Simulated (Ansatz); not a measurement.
# Formation energy and levels of the self-interstitial Mg_i (8-fold void) in MgO (Fm-3m), part 2 of 2

Wanted: the transition levels of a self-interstitial in MgO (Fm-3m), from a cell of 54 host atoms with 1 Mg put in.

Ansatz; place-levels on r2SCAN runs: charge-transition levels and formation energies with image-charge correction and potential alignment at the atomic sites; PAW set soft_1.

So far: The starting structure; The runs of each charge state; place-levels, r2SCAN.

### 3. place-levels, r2SCAN (continued)

Levels between the charges placed, in eV above the valence top:

```
        gap (eV)  (+2/+1)  (+1/0)  (0/−1)
r2SCAN      5.68     5.69    5.68    5.68
```

Corrections by state:

```
charge  moment (μB)  image terms and alignment (eV)  band filling (eV)  ε used  over the lowest of its charge, as the program ranks them, band filling apart (eV)
    +2          0.0                           1.749                  -   10.37                                                                              0.000
    +1          1.0                           0.649                  -   10.37                                                                              0.000
     0          0.0                           0.000             -0.494       -                                                                              0.000
    −1          1.0                          -0.129             -1.156   10.37                                                                              0.000
```

The charged structures listed were also run neutral, and place-levels reads from each pair, by the potential or the spins, how wide the charge is by which they differ; that can be the carrier of either run.

```
charge  rms radius (Å)  spread where it is widest against the cell (Å)  wide from (Å)  reading
    +2             3.6                                            2.06           1.26     wide
    +1             3.8                                            2.17           1.26     wide
    −1             5.4                                            3.29           1.26     wide
```

The neutral runs of these pairs need not share the spin of the lowest neutral state, and very wide values only mean spread over the cell.

From the program's caveats on the states, each cut to its opening words:

- charge +2: it parts from the run at its places by a charge that spreads by about 2.1 Å along one vector (1.3 Å or more is wide), by its potential at epsilon 3.24, taken [...]
- charge +2: its alignment with the host at atomic sites is doubtful: the mean over the far sites moves by -0.1118 eV from their farther parts to their nearer, more than [...]
- charge +2, +1 (1 μB), 0: its displacements don't fall off away from the defect: farther atoms stand 0.016 Å off the host's places
- charge +1 (1 μB): it parts from the run at its places by a charge that spreads by about 2.2 Å along one vector (1.3 Å or more is wide), by its potential at epsilon 3.24, taken [...]
- charge +1 (1 μB): its alignment with the host at atomic sites is doubtful: the mean over the far sites moves by -0.1010 eV from their farther parts to their nearer, more than [...]
- charge +1 (1 μB): the host's ions (past the first shell or, of a walk that freed a part, those that it held) aren't shown at rest: they stand up to 0.041 Å off their sites, 1.39 [...]
- charge +1 (1 μB): its moments are held at its close (magnetization.spin_locking), by a field of 0.346 eV a Bohr magneton, and its energy and levels are of the state that this [...]
- charge +1 (1 μB), −1 (1 μB): flagged: stability check not made
- charge 0: a band-filling correction moves a carrier to the host's band edge, which changes its energy by -0.494 eV
- charge 0: its alignment with the host at atomic sites is doubtful: the mean over the far sites moves by -0.1125 eV from their farther parts to their nearer, more than [...]
- charge −1 (1 μB): how wide its charge is, is not read beside other atoms or cores, and a band state would take no correction
- charge −1 (1 μB): a band-filling correction moves a carrier to the host's band edge, which changes its energy by -1.156 eV
- charge −1 (1 μB): its alignment with the host at atomic sites is doubtful: a part of the defect, Mg at [0.3816, 0.3820, 0.5203], stands 2.89 Å off the defect's place or the [...]
- charge −1 (1 μB): its alignment with the host at atomic sites is doubtful: the mean over the far sites moves by -0.2166 eV from their farther parts to their nearer, more than [...]

Formation energies (eV), elemental references (Δμ(Mg) = 0.00 eV):

```
charge  Fermi level at the valence top  at the conduction bottom
    +2                            1.35                     12.70
    +1                            7.03                     12.71
     0                           12.71                     12.71
    −1                           18.39                     12.71
```

### 4. The same at the relaxations' own k-points

The relaxations' own energies give the levels at their sampling, for comparison.

File levels.relax_mesh.yaml:

```yaml
host:
  run: host.relax.run
states: [qm1_M1.relax.run, q0.relax.run, qp1_M1.relax.run, qp2.relax.run]
chemical_potentials:
  Mg:
    energy: -1926.407918
    dataset: "<sha256 of the dataset>"
```

On the command line:

```bash
> ansatz place-levels levels.relax_mesh.yaml -- --threads 4 --pin off --max-ram 7536MiB
```

Log:

```text
(+2/+1) 5.086 eV above the valence edge, 0.573 eV under the conduction edge
(+1/0) 5.489 eV above the valence edge, 0.170 eV under the conduction edge
[...]
formation energy of charge +2: +1.389 eV with the Fermi level at the valence edge
formation energy of charge +1: +6.475 eV with the Fermi level at the valence edge
formation energy of charge 0: +11.964 eV with the Fermi level at the valence edge
formation energy of charge -1: +17.623 eV with the Fermi level at the valence edge
  edges by r2scan, gap 5.659 eV; the host is sampled to repeats of 8.93 Å
[... the lines on each state left out ...]
```

Run time: 0.29 s. Hardware: 4 threads of Intel Xeon Platinum 8259CL at 2.50GHz (Skylake/Cascade Lake), shared host.

Levels between neighbouring charges, in eV above the valence top:

```
                        gap (eV)  (+2/+1)  (+1/0)  (0/−1)
one point at (¼, ¼, ¼)      5.66     5.09    5.49    5.66
  a 2×2×2 shifted mesh      5.68     5.69    5.68    5.68
```

Going from one point at (¼, ¼, ¼) to a 2×2×2 shifted mesh moves the levels that carry no band-filling term by up to 0.60 eV and formation energies against the elements by up to 0.77 eV; band-filling terms, which differ between samplings, are in these energies.

### 5. A changed set-up

In this try the input is made faulty on purpose, to show what that does.

Another version of the file is tried.

levels.try0.yaml is levels.point.yaml with these lines changed:

```diff
-  Mg:
-    energy: -1926.407918
-    dataset: "<sha256 of the dataset>"
+  Mg: -1926.407918
```

On the command line:

```bash
> ansatz place-levels levels.try0.yaml -- --threads 4 --pin off --max-ram 7536MiB
```

Log:

```text
Error: YAML parse error: error: line 10 column 3: chemical_potentials.Mg: expected a mapping of `energy` and `dataset` (the content sha256 that the runs behind the energy print of the element's pseudopotential file), got a number
  --> <input>:10:3
   |
 8 |   qp2.point.run: qp2.relax.run
 9 | chemical_potentials:
10 |   Mg: -1926.407918
   |   ^ chemical_potentials.Mg: expected a mapping of `energy` and `dataset` (the content sha256 that the runs behind the energy print of the element's pseudopotential file), got a number
11 | epsilon: 3.24
12 | static_epsilon: 10.37
   |
```

The change: chemical potentials as bare numbers.

The command refused this file.

### 6. Results

- gap of the host: 5.68 eV (r2SCAN)
- level (plus 2/plus 1): 5.69 eV above the valence top, past the conduction bottom, not a change between lowest states
- level (plus 1/0): 5.68 eV above the valence top, at the conduction bottom, not a change between lowest states (6.17 eV above the valence top without the band-filling term)
- level (0/minus 1): 5.68 eV above the valence top, at the conduction bottom, not a change between lowest states (6.34 eV above the valence top without the band-filling term)
- lowest of the charges placed, just above the valence top (0.02 eV): +2
- lowest of the charges placed, just below the conduction bottom (0.02 eV): +2
- lowest formation energy at mid-gap of the charges run, elemental references: 7.02 eV
- standing of these levels: doubtful, see below

What this shows: Of the charges placed (−1, 0, +1 and +2), +2 is the lowest from 0.02 eV above the valence top to 0.02 eV below the conduction bottom, a gap of 5.68 eV. A neutral run at a charged structure lies 0.39 eV below the neutral state placed. Unless it holds a band carrier, charge 0 isn't at its lowest here, and with that energy the steps would read (+1/0) 5.29 eV and (0/−1) 6.06 eV, which can change which charges are lowest. (+2/+1) lies 0.01 eV from a band edge, less than the doubt on such levels. Charges above +2 were not placed, so these runs say nothing of levels that involve them. States placed: +2 at 0 μB; +1 at 1 μB; 0 at 0 μB; −1 at 1 μB. Other spin states or structures, where not listed, weren't placed. The program finds carriers beyond a band edge of the host and adds a band-filling term at charge −1 (-1.16 eV) and 0 (-0.49 eV); steps to such a charge show no bound level, and a defect level inside a band would be read the same way. Corrections reach 1.7 eV, so the cell is small for these charges and their levels are rough. Going from one point at (¼, ¼, ¼) to a 2×2×2 shifted mesh moves the levels that carry no band-filling term by up to 0.60 eV and formation energies against the elements by up to 0.77 eV; band-filling terms, which differ between samplings, are in these energies. The program doubts the alignment of potentials for at least one state, a sign that the cell is small. Limits: the images are only 8.9 Å apart; r2SCAN makes the gap too small and tends to spread out bound carriers; where a gas molecule sets a chemical potential or the host's formation energy, its binding is uncorrected; force components of up to 0.53 eV/Å remain in a run at the final settings.

Calculation against experiment:

| quantity | measured | r2SCAN |
| --- | --- | --- |
| band gap (least gap of the host) (eV) | 7.83 | 5.68 (-2.15 eV) |

Measured values from arxiv:0908.1581 (2009).

Verdict: The band gap is off by -2.15 eV: a clear miss. Local and semilocal functionals usually give gaps below the measured ones. Zero-point and thermal motion shift the measured gap.

[Logs are printed without paths, hosts, clocks, repeated set-up lines and the standing remarks that a program may print on its own settings, such as how far it seeks lower states.]

[Hosts, paths, dates, database ids (printed as entryN), source tags and the programs' standing remarks are cut or masked in the printed files.]

[Where a table of states has a column of steps, it counts the stored structures, which are thinned; the runs took as many ionic steps or more.]

[A defect's name tells the site on which it was built; relaxed atoms can leave that site.]

[For some hosts the program warned that the k-mesh of the response run may be too coarse for force constants and the static dielectric constant; such warnings are not shown here.]
